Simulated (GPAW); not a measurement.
# The basis that the transmission of C2 in line between two Cu chains needs, part 2 of 2

Aim: T(E), conductance and thermopower of C2 in line between two Cu chains, and what cheaper settings cost in accuracy.

GPAW 26.7.0; GPAW LCAO, PAW setups; Landauer transmission from Green's functions with principal layers (ASE), zero bias.

So far, transmission at the Fermi level (one spin): step 2 (double-zeta polarised basis, PBE, GPAW) 0.197; step 3 (basis szp(dzp), PBE, GPAW) 0.195; step 4 (basis sz(dzp), PBE, GPAW) 0.150; step 5 (LDA) 0.185.

**8. Mixing 0.15, basis szp(dzp): beta = 0.15, nmaxold = 12 and basis = "szp(dzp)"**

Mixing changes the road to self-consistency, not its end. The mixing history changes the road to self-consistency, not its end. A smaller basis is cheaper in every inversion.

This step: GPAW LCAO, PAW setups; Landauer transmission from Green's functions with principal layers (ASE), zero bias (GPAW 26.7.0).

run.py

```python
import json
import numpy as np
from ase import Atoms
from ase.transport.calculators import TransportCalculator
from gpaw import GPAW, FermiDirac
from gpaw.lcao.tools import get_lcao_hamiltonian
from scipy.linalg import eigh

# The junction with lead layers at both ends, along the third cell vector
device = Atoms(
    ['Cu', 'Cu', 'Cu', 'Cu', 'Cu', 'C', 'C', 'Cu', 'Cu', 'Cu', 'Cu', 'Cu'],
    positions=[
        [4.50000, 4.50000, 1.15000],
        [4.50000, 4.50000, 3.45000],
        [4.50000, 4.50000, 5.75000],
        [4.50000, 4.50000, 8.05000],
        [4.50000, 4.50000, 10.35000],
        [4.50000, 4.50000, 12.08150],
        [4.50000, 4.50000, 13.32150],
        [4.50000, 4.50000, 15.05300],
        [4.50000, 4.50000, 17.35300],
        [4.50000, 4.50000, 19.65300],
        [4.50000, 4.50000, 21.95300],
        [4.50000, 4.50000, 24.25300]],
    cell=[[9.0, 0.0, 0.0], [0.0, 9.0, 0.0], [0.0, 0.0, 25.403]],
    pbc=True)

# One principal layer of the lead: the first 3 atoms of the device
lead = Atoms(
    ['Cu', 'Cu', 'Cu'],
    positions=[
        [4.50000, 4.50000, 1.15000],
        [4.50000, 4.50000, 3.45000],
        [4.50000, 4.50000, 5.75000]],
    cell=[[9.0, 0.0, 0.0], [0.0, 9.0, 0.0], [0.0, 0.0, 6.9]],
    pbc=True)

settings = dict(mode='lcao', basis='szp(dzp)', xc='PBE', h=0.2,
                occupations=FermiDirac(0.1), maxiter=250,
                mixer=dict(beta=0.15, nmaxold=12, weight=100.0),
                convergence=dict(density=0.0001))
energies = np.arange(-2, 2 + 1e-9, 0.05)
eta = 0.0001
n1, n2 = 1, 1
# k and -k transmit alike, so half of the mesh across the current serves
mesh = [(i, j) for i in range(n1) for j in range(n2) if (i, j) <= (-i % n1, -j % n2)]
weights = np.array([1 if (i, j) == (-i % n1, -j % n2) else 2 for i, j in mesh]) / (n1 * n2)

# [... helper functions left out ...]
fermi_lead = ground_state(lead, (1, 1, 16), 'lead.txt')
fermi_device = ground_state(device, (1, 1, 3), 'device.txt')
# [... loop over the mesh left out, but for ...]
        # Shift the lead onto the potential of the device's first layer
        shift = ((H[:, 0, 0] - H0[:, 0, 0]) / S0[0, 0]).real.mean()
# [...]
kT = 8.617333e-5 * 77
bias = [0.1, 0.2, 0.5, 1.0, 1.5, 2.0]
# [... integrals and printing left out ...]
```

Run with:

```sh
$ OMP_NUM_THREADS=1 OPENBLAS_NUM_THREADS=1 python run.py
```

The job ended after 68 s (1 thread of Arm Neoverse N1, shared host; peak memory 0.9 GiB).

Numbers from this step:

```yaml
conductance: 0.1955 G₀
thermopower: 4.492 μV/K
largest_coupling_past_the_next_principal_layer: 4.61e-5 eV
largest_misfit_of_the_first_principal_layer: 0.04882 eV
shift_that_aligns_the_lead: 0.001175 eV
basis_functions_of_the_junction: 108
basis_functions_of_a_principal_layer: 27
transmission_at_the_fermi_level_one_spin: 0.1952
```

One spin. Transmission, zone mean against energy, zero at the Fermi level:

```
energy (eV)  transmission, zone mean
      -2.00                   0.0864
      -1.85                   0.0923
      -1.70                    0.145
      -1.60                    0.255
      -1.45                    0.467
      -1.30                    0.739
      -1.15                     1.26
      -1.05                     1.40
      -0.90                     1.58
      -0.85                     1.58
      -0.75                     1.44
      -0.60                     1.29
      -0.50                     1.33
      -0.35                     1.61
      -0.20                     1.92
      -0.05                    0.221
       0.00                    0.195
       0.05                    0.174
       0.20                    0.131
       0.35                    0.105
       0.50                   0.0874
       0.60                   0.0788
       0.75                   0.0690
       0.90                   0.0617
       1.05                   0.0562
       1.15                   0.0532
       1.30                   0.0496
       1.45                   0.0469
       1.60                   0.0448
       1.70                   0.0436
       1.85                   0.0422
       2.00                   0.0410
```

Not self-consistent under bias; the bias window is split evenly. Table of current through one cell, from the zero-bias transmission by bias:

```
bias (V)  current through one cell, from the zero-bias transmission (μA)
   0.100                                                            1.52
   0.200                                                            3.12
   0.500                                                            22.3
   1.000                                                            54.7
   1.500                                                            82.0
   2.000                                                             113
```

Transmission of the three most open eigenchannels against energy, zero at the Fermi level:

```
energy (eV)  channel 1  channel 2  channel 3
      -2.00     0.0864          0          0
      -1.90     0.0898          0          0
      -1.80     0.0957    2.2e-11    2.2e-11
      -1.70      0.106     0.0197     0.0197
      -1.55      0.136     0.0950     0.0950
      -1.45      0.180      0.143      0.143
      -1.35      0.290      0.154      0.154
      -1.25      0.904      0.151      0.151
      -1.15      0.938      0.163      0.163
      -1.05      0.996      0.202      0.202
      -0.90      0.940      0.320      0.320
      -0.80      0.714      0.405      0.405
      -0.70      0.469      0.450      0.450
      -0.60      0.461      0.461      0.371
      -0.50      0.484      0.484      0.363
      -0.40      0.558      0.558      0.376
      -0.25      0.750      0.750      0.363
      -0.15      0.763      0.763      0.294
      -0.05      0.221    9.7e-10    9.7e-10
       0.00      0.195    2.3e-11    2.3e-11
       0.05      0.174    1.6e-12    1.6e-12
       0.15      0.143          0          0
       0.25      0.121          0          0
       0.40     0.0982          0          0
       0.50     0.0874          0          0
       0.60     0.0788          0          0
       0.70     0.0721          0          0
       0.80     0.0663          0          0
       0.90     0.0617          0          0
       1.05     0.0562          0          0
       1.15     0.0532          0          0
       1.25     0.0507          0          0
       1.35     0.0486          0          0
       1.45     0.0469          0          0
       1.55     0.0454          0          0
       1.70     0.0436          0          0
       1.80     0.0426          0          0
       1.90     0.0418          0          0
       2.00     0.0410          0          0
```

The conductance, 0.196 G₀, lies 0.7 % below that of the dzp run.

**9. A second varied run**

A last run, with other settings again.

run.py: that of step 8 with these lines changed.

```diff
@@ -27,15 +27,13 @@
 
-# One principal layer of the lead: the first 3 atoms of the device
+# One principal layer of the lead: the first 1 atoms of the device
 lead = Atoms(
-    ['Cu', 'Cu', 'Cu'],
+    ['Cu'],
     positions=[
-        [4.50000, 4.50000, 1.15000],
-        [4.50000, 4.50000, 3.45000],
-        [4.50000, 4.50000, 5.75000]],
-    cell=[[9.0, 0.0, 0.0], [0.0, 9.0, 0.0], [0.0, 0.0, 6.9]],
+        [4.50000, 4.50000, 1.15000]],
+    cell=[[9.0, 0.0, 0.0], [0.0, 9.0, 0.0], [0.0, 0.0, 2.3]],
     pbc=True)
 
-settings = dict(mode='lcao', basis='szp(dzp)', xc='PBE', h=0.2,
-                occupations=FermiDirac(0.1), maxiter=250,
-                mixer=dict(beta=0.15, nmaxold=12, weight=100.0),
+settings = dict(mode='lcao', basis='dzp', xc='PBE', h=0.2,
+                occupations=FermiDirac(0.1), maxiter=60,
+                mixer=dict(beta=0.1, nmaxold=8, weight=100.0),
                 convergence=dict(density=0.0001))
```

The job ended after 68 s (1 thread; peak memory 0.8 GiB).

The run ended with an error.

The program's message: “LinAlgError: The leading minor of order 14 of B is not positive definite. The factorization of B could not be completed and no eigenvalues or eigenvectors were computed.”

The change that led to it: n_lead = 1 and period = 2.3.

**10. What came out**

| Quantity | Value |
| --- | --- |
| conductance | 0.197 G₀ |
| transmission at the Fermi level, mean of the spins | 0.197 |
| thermopower | 4.21 μV/K |

**Reading.** In the dzp basis the junction conducts 0.197 G₀ at 77 K, with T = 0.197 a spin at the Fermi level; the szp basis reaches that conductance within 10 %. At the Fermi level one eigenchannel carries the current (0.20). Measured against the first run (dzp), the nearest curve is that of dzp-LDA (r.m.s. 0.040) and the farthest that of sz (0.35). Over the compared runs wall time goes from 47 s (sz) to 65 s (dzp), on a shared host. The geometry was built from estimated bond lengths and not relaxed, so the numbers describe this model structure. An evenly spaced straight chain is an idealisation: free chains tend to dimerise, zigzag or, where a band edge lies near the Fermi level, turn magnetic. The currents use the zero-bias T(E) throughout, which holds only while the bias is small against the distance to the nearest feature. The energy step is wider than the thermal energy, so the conductance and thermopower rest on interpolation of T(E).

[Logs are printed without paths, hosts, clocks, repeated set-up lines and the standing remarks that a program may print on its own settings, such as how far it seeks lower states.]

[Hosts, paths, dates, database ids (printed as entryN), source tags and the programs' standing remarks are cut or masked in the printed files.]
